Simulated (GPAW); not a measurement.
# Does bcc Fe13Ni3 carry moments in GPAW?, part 2 of 2

Wanted: the moments of bcc Fe13Ni3 and the energy gained by spin polarisation.

GPAW 26.7.0; PBE; plane waves with GPAW's PAW setups, scalar-relativistic.

So far. Step 2 (Run 1 (ferro ++++++++++++++++)): After 35 cycles the largest moment stands at 2.65 μB.

## Step 3: Order 2, typed as no spin polarisation

A run without seeds gives the zero against which the gain from the moments is read.

The input, nospin.py:

```python
import json
import numpy as np
from ase import Atoms
from ase.parallel import paropen, parprint
from gpaw import GPAW

atoms = Atoms(['Ni', 'Fe', 'Ni', 'Fe', 'Fe', 'Fe', 'Fe', 'Fe', 'Fe', 'Fe', 'Fe', 'Fe', 'Fe', 'Fe', 'Ni', 'Fe'],
    cell=[[5.711, 0.0, 0.0],
         [0.0, 5.711, 0.0],
         [0.0, 0.0, 5.711]],
    scaled_positions=[[0.0, 0.0, 0.0],
         [0.25, 0.25, 0.25],
         [0.0, 0.0, 0.5],
         [0.25, 0.25, 0.75],
         [0.0, 0.5, 0.0],
         [0.25, 0.75, 0.25],
         [0.0, 0.5, 0.5],
         [0.25, 0.75, 0.75],
         [0.5, 0.0, 0.0],
         [0.75, 0.25, 0.25],
         [0.5, 0.0, 0.5],
         [0.75, 0.25, 0.75],
         [0.5, 0.5, 0.0],
         [0.75, 0.75, 0.25],
         [0.5, 0.5, 0.5],
         [0.75, 0.75, 0.75]],
    pbc=True)
atoms.calc = GPAW(mode={'name': 'pw', 'ecut': 450},
    xc='PBE',
    kpts={'size': (7, 7, 7), 'gamma': True},
    occupations={'name': 'fermi-dirac', 'width': 0.05},
    convergence={'density': 1e-05, 'energy': 1e-05},
    maxiter=200,
    mixer={'name': 'pulay', 'beta': 0.04, 'nmaxold': 8, 'weight': 100},
    symmetry={'tolerance': 1e-4},
    txt='nospin.txt')
e = atoms.get_potential_energy(force_consistent=True)
res = {'free_energy': e, 'energy_sigma0': atoms.get_potential_energy(), 'fermi_energy': atoms.calc.get_fermi_level()}
parprint(f'free energy: {e:.6f} eV')
atoms.calc.write('nospin.gpw')
with paropen('results.json', 'w') as f:
    json.dump(res, f)
```

Started as:

```
> OMP_NUM_THREADS=1 mpirun -n 4 gpaw python nospin.py > nospin.log
```

Standard output:

```text
free energy: -130.676229 eV

--- nospin.txt ---
Input parameters:
  mode=PW(ecut=450),
  convergence={'density': 1e-05, 'energy': 1e-05},
  kpts=MonkhorstPack(size=(7, 7, 7), gamma=True),
  maxiter=200,
  mixer=Pulay(name='pulay', nmaxold=8, beta=0.04, weight=100, sigma=0.015, g_ss=None),
  occupations=Occupations(name='fermi-dirac', width=0.05),
  symmetry=Symmetry(tolerance=0.0001),
  xc=XC(name='PBE')

Diagonalizing LCAO Hamiltonian
Converting LCAO to pw mode
     .-------------.
    /|             |
   / |             |
  /  |  Fe     Fe  |
 *   |             |
 |   |Fe     Fe    |
 | Fe|  FeNi   Fe  |
 |   .-------------.
 Ni / FeFe   Fe   /
 | Fe     Fe     /
 |/             /
 Ni-----Fe-----*

Atoms  # Å, Bohr magnetons
|    | symbol |        x |        y |        z |    initial magnetic moments |
|----|--------|----------|----------|----------|-----------------------------|
|  0 |     Ni | 0.000000 | 0.000000 | 0.000000 | ( 0.0000,  0.0000,  0.0000) |
|  1 |     Fe | 1.427750 | 1.427750 | 1.427750 | ( 0.0000,  0.0000,  0.0000) |
|  2 |     Ni | 0.000000 | 0.000000 | 2.855500 | ( 0.0000,  0.0000,  0.0000) |
|  3 |     Fe | 1.427750 | 1.427750 | 4.283250 | ( 0.0000,  0.0000,  0.0000) |
|  4 |     Fe | 0.000000 | 2.855500 | 0.000000 | ( 0.0000,  0.0000,  0.0000) |
|  5 |     Fe | 1.427750 | 4.283250 | 1.427750 | ( 0.0000,  0.0000,  0.0000) |
|  6 |     Fe | 0.000000 | 2.855500 | 2.855500 | ( 0.0000,  0.0000,  0.0000) |
|  7 |     Fe | 1.427750 | 4.283250 | 4.283250 | ( 0.0000,  0.0000,  0.0000) |
|  8 |     Fe | 2.855500 | 0.000000 | 0.000000 | ( 0.0000,  0.0000,  0.0000) |
|  9 |     Fe | 4.283250 | 1.427750 | 1.427750 | ( 0.0000,  0.0000,  0.0000) |
| 10 |     Fe | 2.855500 | 0.000000 | 2.855500 | ( 0.0000,  0.0000,  0.0000) |
| 11 |     Fe | 4.283250 | 1.427750 | 4.283250 | ( 0.0000,  0.0000,  0.0000) |
| 12 |     Fe | 2.855500 | 2.855500 | 0.000000 | ( 0.0000,  0.0000,  0.0000) |
| 13 |     Fe | 4.283250 | 4.283250 | 1.427750 | ( 0.0000,  0.0000,  0.0000) |
| 14 |     Ni | 2.855500 | 2.855500 | 2.855500 | ( 0.0000,  0.0000,  0.0000) |
| 15 |     Fe | 4.283250 | 4.283250 | 4.283250 | ( 0.0000,  0.0000,  0.0000) |

Unit cell  # Å
| periodic |        x |        y |        z |  lengths |    angles |
|----------|----------|----------|----------|----------|-----------|
|      yes | 5.711000 | 0.000000 | 0.000000 | 5.711000 | 90.000000 |
|      yes | 0.000000 | 5.711000 | 0.000000 | 5.711000 | 90.000000 |
|      yes | 0.000000 | 0.000000 | 5.711000 | 5.711000 | 90.000000 |

Number of symmetries: 16

BZ-sampling:
  Number of BZ points: 343
  Number of IBZ points: 40

  Monkhorst-Pack size: [7, 7, 7]
  Monkhorst-Pack shift: [0, 0, 0]

Plane wave coefficients: 4055
Cutoff: 450.000000 eV

Spin-components: 1 (collinear spins)
Bands:           96
Projectors:      96
Spin-degeneracy: 2
Datatype:        complex128

Parallelization:
  kpt:    4
  domain: 1
  band:   1

Density:
  Valence electrons: 152.0
  Components: 1
  Grid points: [28 28 28]
  Charge: 0.0  # |e|

Potential:
  Grid points: [28 28 28]

[... setups left out ...]
Reference energy: -574156.905141  # eV

eigensolver:
  PPCG
  Converge bands: occupied
  niter=2

density mixing:
  Pulay-Mixer
  Linear mixing parameters: 0.04
  Old densities: 8
  Fourier metric: weight=100, sigma=0.015

occupation numbers:
  Fermi-Dirac:
    width: 0.0500  # eV

poisson solver:
  ecut: 3600.000000  # eV

xc functional:
  name: PBE with 2 nearest neighbor stencil

convergence criteria:
- Maximum integral of absolute [dens]ity change: 1e-05 electrons / valence electron
- Maximum [total energy] change in last 3 cyles: 1e-05 eV / valence electron
- Maximum integral of absolute [eigenst]ate change: 4e-08 eV^2 / valence electron
maximum number of iterations: 200

SCF iterations
|iter     |      energy | eigst |  dens |
|---------|-------------|-------|-------|
|iter:   1|       0s | -131.346120 | +0.64 |       |
|iter:   2|      14s | -130.393526 | -0.56 | -1.24 |
|iter:   3|      28s | -130.257779 | -1.11 | -1.42 |
|iter:   4|      44s | -130.116808 | -1.68 | -1.48 |
|iter:   5|      58s | -130.030108 | -2.03 | -1.59 |
|iter:   6|      73s | -129.911783 | -1.62 | -1.65 |
|iter:   7|      89s | -129.926710 | -2.21 | -1.86 |
|iter:   8|     105s | -130.017465 | -2.44 | -1.90 |
|iter:   9|     120s | -130.026959 | -2.95 | -1.92 |
|iter:  10|     135s | -130.402213 | -2.26 | -1.96 |
[... 12 iterations left out ...]
|iter:  23|     331s | -130.432831c| -6.51 | -4.21 |
|iter:  24|     348s | -130.432817c| -6.75 | -4.24 |
|iter:  25|     364s | -130.432803c| -6.97 | -4.27 |
|iter:  26|     381s | -130.432808c| -7.11 | -4.39 |
|iter:  27|     397s | -130.432797c| -7.36 | -4.49 |
|iter:  28|     414s | -130.432792c| -7.57c| -4.62 |
|iter:  29|     423s | -130.432792c| -7.64c| -4.75 |
|iter:  30|     432s | -130.432791c| -7.74c| -4.80 |
|iter:  31|     443s | -130.432793c| -7.45c| -4.86 |
|iter:  32|     450s | -130.432794c| -7.69c| -5.01c|

Converged in 32 steps
Energy contributions relative to reference atoms: (reference = -574156.905141)

Energy contributions:
  Kinetic:         -11.575896
  Coulomb:           8.478443
  Zero:              2.567381
  External:          0.000000
  Xc:             -129.659288
  Entropy:          -0.486870
  Spinorbit:         0.000000
  ----------------------------
  Free energy:    -130.676229
  Extrapolated:   -130.432794

dipole moment: (-51.501703, -51.501703, -53.850494)  # |e|*Ang

Fermi level: 9.411
Eigenvalues  # (at kpt = [0.000, 0.000, 0.000])
| band index |      eig [eV] | occ [0-2] |
|------------|---------------|-----------|
|          0 |       -54.206 |     2.000 |
|        ... |               |           |
|         65 |         9.140 |     1.991 |
|         66 |         9.166 |     1.985 |
|         67 |         9.286 |     1.847 |
|         68 |         9.294 |     1.824 |
|         69 |         9.294 |     1.824 |
|         70 |         9.349 |     1.549 |
|         71 |         9.372 |     1.372 |
|         72 |         9.383 |     1.273 |
|         73 |         9.448 |     0.650 |
|         74 |         9.495 |     0.315 |
|         75 |         9.517 |     0.213 |
|         76 |         9.658 |     0.014 |
|         77 |         9.659 |     0.014 |
|         78 |         9.659 |     0.014 |
|         79 |         9.669 |     0.012 |
|         80 |         9.697 |     0.007 |
|        ... |               |           |
|         95 |        10.480 |     0.000 |

No gap
No difference between direct/indirect transitions
```

It took 8.2 min on 4 MPI ranks of Intel Xeon at 2.50GHz (Skylake/Cascade Lake), shared host; peak memory 1.3 GiB.

Read from the output:

```
final state : non-magnetic (no spin polarisation)
```

It lies 490 meV a seeded atom over the first start.

## Step 4: The states side by side

Energies are divided by the number of seeded atoms, so that cells of unlike size compare.

Orders:

| start | final state | typed order kept | energy over the lowest (meV a seeded atom) | largest site moment (μB) | net moment (μB a primitive cell) | mesh matched | CPU time (s) |
| --- | --- | --- | --- | --- | --- | --- | --- |
| ferro ++++++++++++++++ | ferromagnetic | yes | 0 | 2.654 | 35.58 | yes | 4523 |
| no spin polarisation | non-magnetic | - | 489.9 | 0 | 0 | yes | 1961 |

## Step 5: Outcome

| Quantity | Value |
| --- | --- |
| lower run | with moments |
| largest site moment | 2.65 μB |
| energy gained by spin polarisation | 490 meV a seeded atom |

**Reading.** The crystal holds moments, up to 2.65 μB, and gains 490 meV a seeded atom by them. No antiferromagnetic order was tried, so the session says nothing on how the moments order.

[Long decimals in the printed logs are rounded to 6 places.]

[Logs and program files are shortened in this print: banners, set-up blocks, solver, clock and traceback lines can be left out without a mark of their own.]

[Logs are printed without paths, hosts, clocks, repeated set-up lines and the standing remarks that a program may print on its own settings, such as how far it seeks lower states.]

[Hosts, paths, dates, database ids (printed as entryN), source tags and the programs' standing remarks are cut or masked in the printed files.]

[Where the starting crystal was built by hand or by swapping elements, it need not be the compound's stable phase.]

[Where a cell is said to come from a database of computed structures, the database is the Materials Project.]

[Runs that the program refused, that were killed for memory or that had too few empty states are not shown or counted.]

[Lattice constants of own cells that a recipe calls measured were typed without a cited source.]
